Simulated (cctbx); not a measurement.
**Solving a structure by charge flipping**

Cell a = 7.6210 Å, b = 7.6210 Å, c = 20.1450 Å, α = 90.00°, β = 90.00°, γ = 120.00°; space group R-3c (no. 167); content Fe18 Ca6 Si42.

The data are simulated with cctbx, not measured: synchrotron X-rays, λ = 0.7749 Å, to d = 0.75 Å, 70 % of the full sphere, strongest reflection 70000 counts, noise from counting, a 6 % proportional error and a noise floor of 4 counts (s.d.); no absorption, and some extinction, which the refinements don't model.

1 earlier start (other random phases, and plain and normalised amplitudes in turn) led nowhere (symmetry correlation 0.82).

Charge flipping in P1 on normalised amplitudes to 0.8 Å, δ = 1.1 σ, 10 % of the reflections treated as weak, 600 cycles:

```text
cycle      R  skewness
    0  0.598     0.39
   50  0.404     2.99
  100  0.380     2.92
  150  0.378     2.92
  200  0.373     2.96
  250  0.367     2.83
  300  0.381     2.98
  350  0.357     2.86
  400  0.371     2.90
  450  0.354     2.77
  500  0.364     2.86
  550  0.372     2.87
origin shift          correlation  skewness
 0.110  0.141  0.402      0.832      2.46
 0.107  0.137  0.025      0.823      3.64
 0.119  0.146  0.078      0.815      2.10
 0.119  0.146  0.078      0.815      2.10
taken: symmetry correlation 0.823, skewness 3.64
peak      x       y       z  mult  height/sigma
Q1    0.0000  0.3160  0.2500   18     12.4
Q2    0.0000  0.0000  0.0000    6      9.1
Q3    0.0170  0.2029  0.1332   36      5.6
Q4    0.0000  0.0000  0.2500    6      5.3
Q5    0.0000  0.0000  0.3475   12      2.0
Q6    0.0458  0.1353  0.4191   36      1.6
Q7    0.0619  0.1827  0.4714   36      1.6
Q8    0.0399  0.4478  0.3501   36      1.6
Q9    0.0173  0.4381  0.6520   36      1.6
```

The origin is taken among those within 0.04 of the best correlation, by the skewness of the map.

Run time: 0.67 s on 1 thread of Arm Neoverse V2, on a shared host, peak memory 0.08 GiB.

Q: Assign the peaks.

Heights go roughly as Z and multiplicities must add up to the content. First model: Q1 = Fe1 (18 in the cell, height 12.4), Q2 = Ca1 (6 in the cell, height 9.1), Q3 = Si1 (36 in the cell, height 5.6) and Q4 = Si2 (6 in the cell, height 5.3). Against the true structure, Q1 is Fe, Q2 is Ca, Q3 is Si and Q4 is Si; the other peaks are not atoms.

Least squares on F², isotropic:

```text
Rint 0.044, 285 unique reflections to 0.75 A
cycle     R1     wR2    GooF  max shift (A)
   1  0.1466  0.4775  18.045   0.03619
   2  0.0154  0.0318   1.202   0.00002
final R1 0.0154 wR2 0.0318 GooF 1.202  parameters 8  data/parameter 35.6
atom        x        y        z      Ueq    occ   su(xyz)  su(Uiso or U11)
Fe1    0.00000  0.31213  0.25000   0.0079  1.000  0.00003  0.0001
Ca1    0.00000  0.00000  0.00000   0.0088  1.000  0.00000  0.0001
Si1    0.01646  0.20730  0.13349   0.0102  1.000  0.00004  0.0001
Si2    0.00000  0.00000  0.25000   0.0107  1.000  0.00000  0.0001
difference map: max 0.32 min -1.07 rms 0.14
Q1    0.0399  0.2034  0.5748   36    0.33  1.30 A from Fe1
Q2    0.0052  0.3741  0.1994   36    0.31  1.12 A from Fe1
Q3    0.1107  0.2050  0.2267   36    0.30  1.43 A from Si2
Q4    0.0654  0.1947  0.9018   36    0.30  1.31 A from Si1
Q5    0.0240  0.2546  0.0671   36    0.26  1.38 A from Si1
```

Anisotropic refinement:

```text
Rint 0.044, 285 unique reflections to 0.75 A
cycle     R1     wR2    GooF  max shift (A)
   1  0.0153  0.0318   1.225   0.00009
   2  0.0153  0.0317   1.220   0.00000
final R1 0.0153 wR2 0.0317 GooF 1.220  parameters 18  data/parameter 15.8
atom        x        y        z      Ueq    occ   su(xyz)  su(Uiso or U11)
Fe1    0.00000  0.31213  0.25000   0.0079  1.000  0.00003  0.0001
Ca1    0.00000  0.00000  0.00000   0.0088  1.000  0.00000  0.0002
Si1    0.01646  0.20730  0.13349   0.0102  1.000  0.00004  0.0002
Si2    0.00000  0.00000  0.25000   0.0107  1.000  0.00000  0.0002
difference map: max 0.32 min -1.07 rms 0.14
Q1    0.0401  0.2036  0.5745   36    0.33  1.30 A from Fe1
Q2    0.0052  0.3740  0.1993   36    0.31  1.12 A from Fe1
Q3    0.1116  0.2051  0.2262   36    0.30  1.44 A from Si2
Q4    0.0666  0.1959  0.9016   36    0.30  1.30 A from Si1
Q5    0.0237  0.2548  0.0671   36    0.25  1.38 A from Si1
Q6    0.9993  0.4638  0.0826   36    0.24  1.47 A from Fe1
```

**Reading.** The refinement ends at R1 = 0.0153, wR2 = 0.0317, GooF = 1.22, with difference density between -1.07 and 0.32 e/Å³. Every site matches the true model in element, within 0.001 Å r.m.s., up to an allowed shift of origin.

True model:

```
atom  mult.       x       y       z  Ueq (Å²)
 Fe1     18  0.9788     1/3  0.0833    0.0084
 Ca1      6       0       0       0    0.0093
 Si1      6     2/3     1/3  0.0833    0.0112
 Si2     36  0.1908  0.2073  0.1335    0.0107
```

The model is made up (kin elements in a known structure type, no relaxation), so it says nothing on whether the phase exists.

[Middle refinement cycles are left out of these outputs.]

[Logs are printed without paths, hosts, clocks, repeated set-up lines and the standing remarks that a program may print on its own settings, such as how far it seeks lower states.]
